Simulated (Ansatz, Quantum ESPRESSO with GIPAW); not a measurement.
# C_Q, η_Q and the second-order shift of 39K in K3SO4F

A plane-wave PAW calculation (PBEsol, Ansatz) gives this electric field gradient, in 10²¹ V/m² and Cartesian axes, at one K site of K3SO4F (atom 2; KF2O6; site symmetry m2m):

```
     -0.6166       -1.1240        0.0000
     -1.1240       -0.6166        0.0000
      0.0000        0.0000        1.2331
```

39K has spin 3/2, Q = 0.0603 barn and |γ|/2π = 1.9893 MHz/T. The cell is the I4/mcm form of a database entry, atoms relaxed, static and at 0 K. The PAW files were made for PBE.

**Task.** Find C_Q, η_Q and ν_Q, and the shift and width of the central transition under fast MAS at 16.4 T and 20 T.

1. The tensor is symmetric and traceless. Its eigenvalues, ordered by size, are V_xx = 0.5074, V_yy = 1.2331 and V_zz = -1.7406.

2. η_Q = (V_xx − V_yy)/V_zz = 0.417.

3. C_Q = eQV_zz/h. One unit of 10²¹ V/m² with one barn gives 24.18 MHz, so C_Q = 24.18 × 0.0603 × −1.7406 = -2.538 MHz. A spectrum shows its size, not its sign.

4. ν_Q = 3C_Q/[2I(2I−1)] = 1.269 MHz in size, and P_Q = |C_Q|√(1 + η²/3) = 2.610 MHz.

5. The resonances lie at ν0 = 32.63 and 39.79 MHz, so ν_Q/ν0 is 0.039 at most and second order holds. The centre of gravity moves by δ_Q = −(3/40)(P_Q/ν0)² F × 10⁶ ppm, with F = [I(I+1) − 3/4]/[I²(2I−1)²] = 0.3333: -160 ppm at 16.4 T and -108 ppm at 20 T.

6. Summing the second-order term over orientations gives a full width of 371 ppm (12 kHz) and 249 ppm (9.9 kHz). In ppm both fall as 1/B²: (16.4/20)² = 0.672. The spinning rate must pass the static width for this shape to show cleanly.

[Banner, clock, file and message-heading lines were taken out of the pw.x and gipaw.x logs.]

[Logs are printed without paths, hosts, clocks, repeated set-up lines and the standing remarks that a program may print on its own settings, such as how far it seeks lower states.]

[Hosts, paths, dates, database ids (printed as entryN), source tags and the programs' standing remarks are cut or masked in the printed files.]
